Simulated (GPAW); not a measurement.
# A Ge chain with one atom pushed 0.7 Å aside at constant bond length: converging a transmission

Wanted: a convergence study of zero-bias transport through a Ge chain with one atom pushed 0.7 Å aside at constant bond length, with run times.

Program: GPAW 26.7.0. Level of theory: GPAW LCAO, PAW setups; Landauer transmission from Green's functions with principal layers (ASE), zero bias. Results are calculated unless marked as measured.

This is a report of a sequence of runs, with most program output left out.

## (1) The starting structure

The cell holds 11 atoms: 11 Ge. Its edges and angles: a = 9.000 Å, b = 9.000 Å, c = 25.637 Å, α = 90.0°, β = 90.0°, γ = 90.0°. Regions: left lead, 5 atoms (5 Ge); channel, 1 atom (1 Ge); right lead, 5 atoms (5 Ge). Vacuum lies along a and b. The structure is stacked along c, and the current runs across the ab planes.

## (2) Base settings

All settings start at ordinary values; they are then varied in turn, with meshes following the cell where its length changes.

run.py

```python
import json
import numpy as np
from ase import Atoms
from ase.transport.calculators import TransportCalculator
from gpaw import GPAW, FermiDirac
from gpaw.lcao.tools import get_lcao_hamiltonian
from scipy.linalg import eigh

# The junction with lead layers at both ends, along the third cell vector
device = Atoms(
    ['Ge', 'Ge', 'Ge', 'Ge', 'Ge', 'Ge', 'Ge', 'Ge', 'Ge', 'Ge', 'Ge'],
    positions=[
        [4.50000, 4.50000, 1.17500],
        [4.50000, 4.50000, 3.52500],
        [4.50000, 4.50000, 5.87500],
        [4.50000, 4.50000, 8.22500],
        [4.50000, 4.50000, 10.57500],
        [5.20000, 4.50000, 12.81832],
        [4.50000, 4.50000, 15.06165],
        [4.50000, 4.50000, 17.41165],
        [4.50000, 4.50000, 19.76165],
        [4.50000, 4.50000, 22.11165],
        [4.50000, 4.50000, 24.46165]],
    cell=[[9.0, 0.0, 0.0], [0.0, 9.0, 0.0], [0.0, 0.0, 25.63665]],
    pbc=True)

# One principal layer of the lead: the first 3 atoms of the device
lead = Atoms(
    ['Ge', 'Ge', 'Ge'],
    positions=[
        [4.50000, 4.50000, 1.17500],
        [4.50000, 4.50000, 3.52500],
        [4.50000, 4.50000, 5.87500]],
    cell=[[9.0, 0.0, 0.0], [0.0, 9.0, 0.0], [0.0, 0.0, 7.05]],
    pbc=True)

settings = dict(mode='lcao', basis='dzp', xc='LDA', h=0.2,
                occupations=FermiDirac(0.1), maxiter=250,
                mixer=dict(beta=0.1, nmaxold=8, weight=100.0),
                convergence=dict(density=0.0001))
energies = np.arange(-2, 2 + 1e-9, 0.05)
eta = 0.0001
n1, n2 = 1, 1
# k and -k transmit alike, so half of the mesh across the current serves
mesh = [(i, j) for i in range(n1) for j in range(n2) if (i, j) <= (-i % n1, -j % n2)]
weights = np.array([1 if (i, j) == (-i % n1, -j % n2) else 2 for i, j in mesh]) / (n1 * n2)

# [... helper functions left out ...]
fermi_lead = ground_state(lead, (1, 1, 16), 'lead.txt')
fermi_device = ground_state(device, (1, 1, 3), 'device.txt')
# [... loop over the mesh left out, but for ...]
        # Shift the lead onto the potential of the device's first layer
        shift = ((H[:, 0, 0] - H0[:, 0, 0]) / S0[0, 0]).real.mean()
# [...]
kT = 8.617333e-5 * 500
bias = [0.1, 0.2, 0.5, 1.0, 1.5, 2.0]
# [... integrals and printing left out ...]
```

Run with:

```sh
> OMP_NUM_THREADS=1 OPENBLAS_NUM_THREADS=2 python run.py
```

Wall time 40 s (2 threads of Arm Neoverse N1, shared host); peak memory 0.82 GiB.

This step gave:

```yaml
conductance: 2.891 G₀
largest_coupling_past_the_next_principal_layer: 9.55e-6 eV
largest_misfit_of_the_first_principal_layer: 0.01205 eV
shift_that_aligns_the_lead: -0.01458 eV
basis_functions_of_the_junction: 143
basis_functions_of_a_principal_layer: 39
transmission_at_the_fermi_level_one_spin: 2.891
```

One spin. Table of transmission, zone mean by energy, zero at the Fermi level:

energy (eV), transmission, zone mean and a bar from the least value:
```
   -2.000       0.91 ######
   -1.800       0.87 ######
   -1.600       0.81 #####
   -1.400       0.68 ###
   -1.200       0.38 
   -1.000       2.25 ######################
   -0.800       2.61 ##########################
   -0.600       2.74 ###########################
   -0.400       2.82 ############################
   -0.200       2.86 #############################
    0.000       2.89 #############################
    0.200       2.91 #############################
    0.400       2.93 ##############################
    0.600       2.94 ##############################
    0.800       2.95 ##############################
    1.000       2.96 ##############################
    1.200       2.96 ##############################
    1.400       2.97 ##############################
    1.600       2.96 ##############################
    1.800       2.96 ##############################
    2.000       2.95 ##############################
```

Not self-consistent under bias; the bias window is split evenly. Current through one cell, from the zero-bias transmission against bias:

```tsv
bias (V)	current through one cell, from the zero-bias transmission (μA)
0.100	22.4
0.200	44.8
0.500	112
1.000	223
1.500	333
2.000	437
```

Couplings past the next layer reach 9.5e-6 eV, small enough to drop; the matrix elements of the cell's first layer differ from the bulk lead's by up to 0.012 eV. That layer keeps its own values in the calculation, and only beyond it is the lead taken as perfect. The Fermi levels of lead and junction count from different zeros of potential, one for each periodic cell; with both set to zero, the small remaining shift is what aligns them. By hand: G = 2.891 × 77.48 μS = 224 μS, a resistance of 4.46 kΩ; at 0.1 V a linear junction would pass 22.4 μA, and the integral over the bias window gives 22.4 μA.

## (3) Varying the width of the vacuum box

The images of the wire across the vacuum must not overlap or polarise each other.

The cell differs from the one that the last finished run ended in (a 9.000 → 5.000 Å, b 9.000 → 5.000 Å).

Edit run.py of step 2 so:

```diff
@@ -12,14 +12,14 @@
     positions=[
-        [4.50000, 4.50000, 1.17500],
-        [4.50000, 4.50000, 3.52500],
-        [4.50000, 4.50000, 5.87500],
-        [4.50000, 4.50000, 8.22500],
-        [4.50000, 4.50000, 10.57500],
-        [5.20000, 4.50000, 12.81832],
-        [4.50000, 4.50000, 15.06165],
-        [4.50000, 4.50000, 17.41165],
-        [4.50000, 4.50000, 19.76165],
-        [4.50000, 4.50000, 22.11165],
-        [4.50000, 4.50000, 24.46165]],
-    cell=[[9.0, 0.0, 0.0], [0.0, 9.0, 0.0], [0.0, 0.0, 25.63665]],
+        [2.50000, 2.50000, 1.17500],
+        [2.50000, 2.50000, 3.52500],
+        [2.50000, 2.50000, 5.87500],
+        [2.50000, 2.50000, 8.22500],
+        [2.50000, 2.50000, 10.57500],
+        [3.20000, 2.50000, 12.81832],
+        [2.50000, 2.50000, 15.06165],
+        [2.50000, 2.50000, 17.41165],
+        [2.50000, 2.50000, 19.76165],
+        [2.50000, 2.50000, 22.11165],
+        [2.50000, 2.50000, 24.46165]],
+    cell=[[5.0, 0.0, 0.0], [0.0, 5.0, 0.0], [0.0, 0.0, 25.63665]],
     pbc=True)
@@ -30,6 +30,6 @@
     positions=[
-        [4.50000, 4.50000, 1.17500],
-        [4.50000, 4.50000, 3.52500],
-        [4.50000, 4.50000, 5.87500]],
-    cell=[[9.0, 0.0, 0.0], [0.0, 9.0, 0.0], [0.0, 0.0, 7.05]],
+        [2.50000, 2.50000, 1.17500],
+        [2.50000, 2.50000, 3.52500],
+        [2.50000, 2.50000, 5.87500]],
+    cell=[[5.0, 0.0, 0.0], [0.0, 5.0, 0.0], [0.0, 0.0, 7.05]],
     pbc=True)
```

Wall time 46 s (2 threads); peak memory 0.44 GiB.

This step gave:

| Item | Value |
| --- | --- |
| conductance | 2.871 G₀ |
| largest coupling past the next principal layer | 9.53e-6 eV |
| largest misfit of the first principal layer | 0.01498 eV |
| shift that aligns the lead | -6.62e-4 eV |
| transmission at the Fermi level (one spin) | 2.872 |

One spin. The transmission, zone mean by energy, zero at the Fermi level:

```tsv
energy (eV)	transmission, zone mean
-2.000	0.935
-1.800	0.912
-1.600	0.873
-1.400	0.802
-1.200	0.639
-1.000	1.89
-0.800	2.49
-0.600	2.67
-0.400	2.77
-0.200	2.83
0.000	2.87
0.200	2.90
0.400	2.92
0.600	2.92
0.700	2.93
0.800	2.93
1.000	2.92
1.200	2.89
1.400	2.86
1.600	2.81
1.800	2.75
2.000	2.67
```

Not self-consistent under bias; the bias window is split evenly. The current through one cell, from the zero-bias transmission by bias:

```tsv
bias (V)	current through one cell, from the zero-bias transmission (μA)
0.100	22.2
0.200	44.5
0.500	111
1.000	221
1.500	329
2.000	428
```

The conductance, 2.87 G₀, lies 0.7 % below that of the base run.

## (4) Varying the width of the vacuum box, box 6 Å

The cell differs from the one that the last finished run ended in (a 5.000 → 6.000 Å, b 5.000 → 6.000 Å).

Edit run.py of step 3 so:

```diff
@@ -12,14 +12,14 @@
     positions=[
-        [2.50000, 2.50000, 1.17500],
-        [2.50000, 2.50000, 3.52500],
-        [2.50000, 2.50000, 5.87500],
-        [2.50000, 2.50000, 8.22500],
-        [2.50000, 2.50000, 10.57500],
-        [3.20000, 2.50000, 12.81832],
-        [2.50000, 2.50000, 15.06165],
-        [2.50000, 2.50000, 17.41165],
-        [2.50000, 2.50000, 19.76165],
-        [2.50000, 2.50000, 22.11165],
-        [2.50000, 2.50000, 24.46165]],
-    cell=[[5.0, 0.0, 0.0], [0.0, 5.0, 0.0], [0.0, 0.0, 25.63665]],
+        [3.00000, 3.00000, 1.17500],
+        [3.00000, 3.00000, 3.52500],
+        [3.00000, 3.00000, 5.87500],
+        [3.00000, 3.00000, 8.22500],
+        [3.00000, 3.00000, 10.57500],
+        [3.70000, 3.00000, 12.81832],
+        [3.00000, 3.00000, 15.06165],
+        [3.00000, 3.00000, 17.41165],
+        [3.00000, 3.00000, 19.76165],
+        [3.00000, 3.00000, 22.11165],
+        [3.00000, 3.00000, 24.46165]],
+    cell=[[6.0, 0.0, 0.0], [0.0, 6.0, 0.0], [0.0, 0.0, 25.63665]],
     pbc=True)
@@ -30,6 +30,6 @@
     positions=[
-        [2.50000, 2.50000, 1.17500],
-        [2.50000, 2.50000, 3.52500],
-        [2.50000, 2.50000, 5.87500]],
-    cell=[[5.0, 0.0, 0.0], [0.0, 5.0, 0.0], [0.0, 0.0, 7.05]],
+        [3.00000, 3.00000, 1.17500],
+        [3.00000, 3.00000, 3.52500],
+        [3.00000, 3.00000, 5.87500]],
+    cell=[[6.0, 0.0, 0.0], [0.0, 6.0, 0.0], [0.0, 0.0, 7.05]],
     pbc=True)
```

The job ended after 36 s (2 threads; peak memory 0.49 GiB).

Numbers from this step:

```
conductance                                    : 2.882 G₀
largest coupling past the next principal layer : 9.57e-6 eV
largest misfit of the first principal layer    : 0.01424 eV
shift that aligns the lead                     : -0.01772 eV
transmission at the Fermi level (one spin)     : 2.883
```

One spin. The transmission, zone mean by energy, zero at the Fermi level:

energy (eV), transmission, zone mean and a bar from the least value:
```
    -2.00       0.91 #######
    -1.90       0.90 #######
    -1.80       0.88 #######
    -1.70       0.85 ######
    -1.55       0.80 ######
    -1.45       0.74 #####
    -1.35       0.66 ####
    -1.25       0.53 ###
    -1.15       0.30 
    -1.05       1.95 ###################
    -0.90       2.45 ########################
    -0.80       2.58 ##########################
    -0.70       2.66 ###########################
    -0.60       2.72 ###########################
    -0.50       2.77 ############################
    -0.40       2.80 ############################
    -0.25       2.84 #############################
    -0.15       2.86 #############################
    -0.05       2.88 #############################
     0.00       2.88 #############################
     0.05       2.89 #############################
     0.15       2.90 #############################
     0.25       2.91 ##############################
     0.40       2.92 ##############################
     0.50       2.93 ##############################
     0.60       2.94 ##############################
     0.70       2.94 ##############################
     0.80       2.94 ##############################
     0.90       2.95 ##############################
     1.05       2.95 ##############################
     1.15       2.95 ##############################
     1.25       2.95 ##############################
     1.35       2.95 ##############################
     1.45       2.94 ##############################
     1.55       2.94 ##############################
     1.70       2.93 ##############################
     1.80       2.92 ##############################
     1.90       2.91 ##############################
     2.00       2.90 #############################
```

Not self-consistent under bias; the bias window is split evenly. Table of current through one cell, from the zero-bias transmission by bias:

```tsv
bias (V)	current through one cell, from the zero-bias transmission (μA)
0.100	22.3
0.200	44.7
0.500	112
1.000	222
1.500	332
2.000	435
```

The conductance, 2.88 G₀, lies 0.3 % below that of the base run.

## (5) Varying the width of the vacuum box, box 7.5 × 7.5 Å

The cell differs from the one that the last finished run ended in (a 6.000 → 7.500 Å, b 6.000 → 7.500 Å).

Edit run.py of step 4 so:

```diff
@@ -12,14 +12,14 @@
     positions=[
-        [3.00000, 3.00000, 1.17500],
-        [3.00000, 3.00000, 3.52500],
-        [3.00000, 3.00000, 5.87500],
-        [3.00000, 3.00000, 8.22500],
-        [3.00000, 3.00000, 10.57500],
-        [3.70000, 3.00000, 12.81832],
-        [3.00000, 3.00000, 15.06165],
-        [3.00000, 3.00000, 17.41165],
-        [3.00000, 3.00000, 19.76165],
-        [3.00000, 3.00000, 22.11165],
-        [3.00000, 3.00000, 24.46165]],
-    cell=[[6.0, 0.0, 0.0], [0.0, 6.0, 0.0], [0.0, 0.0, 25.63665]],
+        [3.75000, 3.75000, 1.17500],
+        [3.75000, 3.75000, 3.52500],
+        [3.75000, 3.75000, 5.87500],
+        [3.75000, 3.75000, 8.22500],
+        [3.75000, 3.75000, 10.57500],
+        [4.45000, 3.75000, 12.81832],
+        [3.75000, 3.75000, 15.06165],
+        [3.75000, 3.75000, 17.41165],
+        [3.75000, 3.75000, 19.76165],
+        [3.75000, 3.75000, 22.11165],
+        [3.75000, 3.75000, 24.46165]],
+    cell=[[7.5, 0.0, 0.0], [0.0, 7.5, 0.0], [0.0, 0.0, 25.63665]],
     pbc=True)
@@ -30,6 +30,6 @@
     positions=[
-        [3.00000, 3.00000, 1.17500],
-        [3.00000, 3.00000, 3.52500],
-        [3.00000, 3.00000, 5.87500]],
-    cell=[[6.0, 0.0, 0.0], [0.0, 6.0, 0.0], [0.0, 0.0, 7.05]],
+        [3.75000, 3.75000, 1.17500],
+        [3.75000, 3.75000, 3.52500],
+        [3.75000, 3.75000, 5.87500]],
+    cell=[[7.5, 0.0, 0.0], [0.0, 7.5, 0.0], [0.0, 0.0, 7.05]],
     pbc=True)
```

Run time: 34 s. Hardware: 2 threads; peak memory 0.63 GiB.

The conductance equals that of the base run to 0.2 %.

## (6) Width of the vacuum box, box 11 × 11 Å

The cell differs from the one that the last finished run ended in (a 7.500 → 11.000 Å, b 7.500 → 11.000 Å).

Edit run.py of step 5 so:

```diff
@@ -12,14 +12,14 @@
     positions=[
-        [3.75000, 3.75000, 1.17500],
-        [3.75000, 3.75000, 3.52500],
-        [3.75000, 3.75000, 5.87500],
-        [3.75000, 3.75000, 8.22500],
-        [3.75000, 3.75000, 10.57500],
-        [4.45000, 3.75000, 12.81832],
-        [3.75000, 3.75000, 15.06165],
-        [3.75000, 3.75000, 17.41165],
-        [3.75000, 3.75000, 19.76165],
-        [3.75000, 3.75000, 22.11165],
-        [3.75000, 3.75000, 24.46165]],
-    cell=[[7.5, 0.0, 0.0], [0.0, 7.5, 0.0], [0.0, 0.0, 25.63665]],
+        [5.50000, 5.50000, 1.17500],
+        [5.50000, 5.50000, 3.52500],
+        [5.50000, 5.50000, 5.87500],
+        [5.50000, 5.50000, 8.22500],
+        [5.50000, 5.50000, 10.57500],
+        [6.20000, 5.50000, 12.81832],
+        [5.50000, 5.50000, 15.06165],
+        [5.50000, 5.50000, 17.41165],
+        [5.50000, 5.50000, 19.76165],
+        [5.50000, 5.50000, 22.11165],
+        [5.50000, 5.50000, 24.46165]],
+    cell=[[11.0, 0.0, 0.0], [0.0, 11.0, 0.0], [0.0, 0.0, 25.63665]],
     pbc=True)
@@ -30,6 +30,6 @@
     positions=[
-        [3.75000, 3.75000, 1.17500],
-        [3.75000, 3.75000, 3.52500],
-        [3.75000, 3.75000, 5.87500]],
-    cell=[[7.5, 0.0, 0.0], [0.0, 7.5, 0.0], [0.0, 0.0, 7.05]],
+        [5.50000, 5.50000, 1.17500],
+        [5.50000, 5.50000, 3.52500],
+        [5.50000, 5.50000, 5.87500]],
+    cell=[[11.0, 0.0, 0.0], [0.0, 11.0, 0.0], [0.0, 0.0, 7.05]],
     pbc=True)
```

Elapsed: 52 s, on 2 threads; peak memory 1.1 GiB.

The conductance equals that of the base run to 0.2 %.

## (7) Width of the vacuum box, box 13 × 13 Å

The cell differs from the one that the last finished run ended in (a 11.000 → 13.000 Å, b 11.000 → 13.000 Å).

Edit run.py of step 6 so:

```diff
@@ -12,14 +12,14 @@
     positions=[
-        [5.50000, 5.50000, 1.17500],
-        [5.50000, 5.50000, 3.52500],
-        [5.50000, 5.50000, 5.87500],
-        [5.50000, 5.50000, 8.22500],
-        [5.50000, 5.50000, 10.57500],
-        [6.20000, 5.50000, 12.81832],
-        [5.50000, 5.50000, 15.06165],
-        [5.50000, 5.50000, 17.41165],
-        [5.50000, 5.50000, 19.76165],
-        [5.50000, 5.50000, 22.11165],
-        [5.50000, 5.50000, 24.46165]],
-    cell=[[11.0, 0.0, 0.0], [0.0, 11.0, 0.0], [0.0, 0.0, 25.63665]],
+        [6.50000, 6.50000, 1.17500],
+        [6.50000, 6.50000, 3.52500],
+        [6.50000, 6.50000, 5.87500],
+        [6.50000, 6.50000, 8.22500],
+        [6.50000, 6.50000, 10.57500],
+        [7.20000, 6.50000, 12.81832],
+        [6.50000, 6.50000, 15.06165],
+        [6.50000, 6.50000, 17.41165],
+        [6.50000, 6.50000, 19.76165],
+        [6.50000, 6.50000, 22.11165],
+        [6.50000, 6.50000, 24.46165]],
+    cell=[[13.0, 0.0, 0.0], [0.0, 13.0, 0.0], [0.0, 0.0, 25.63665]],
     pbc=True)
@@ -30,6 +30,6 @@
     positions=[
-        [5.50000, 5.50000, 1.17500],
-        [5.50000, 5.50000, 3.52500],
-        [5.50000, 5.50000, 5.87500]],
-    cell=[[11.0, 0.0, 0.0], [0.0, 11.0, 0.0], [0.0, 0.0, 7.05]],
+        [6.50000, 6.50000, 1.17500],
+        [6.50000, 6.50000, 3.52500],
+        [6.50000, 6.50000, 5.87500]],
+    cell=[[13.0, 0.0, 0.0], [0.0, 13.0, 0.0], [0.0, 0.0, 7.05]],
     pbc=True)
```

The job ended after 59 s (2 threads; peak memory 1.4 GiB).

The conductance equals that of the base run to 0.2 %.

## (8) Convergence in the width of the vacuum box

The runs and the base run on one axis.

This step: convergence of the conductance (GPAW 26.7.0).

Conductance against width of the vacuum box:

```tsv
width of the vacuum box (Å)	conductance (G₀)
5.00	2.87
6.00	2.88
7.50	2.89
9.00	2.89
11.00	2.89
13.00	2.89
```

(Part 1 of 3 ends here.)

[Logs are printed without paths, hosts, clocks, repeated set-up lines and the standing remarks that a program may print on its own settings, such as how far it seeks lower states.]

[Hosts, paths, dates, database ids (printed as entryN), source tags and the programs' standing remarks are cut or masked in the printed files.]
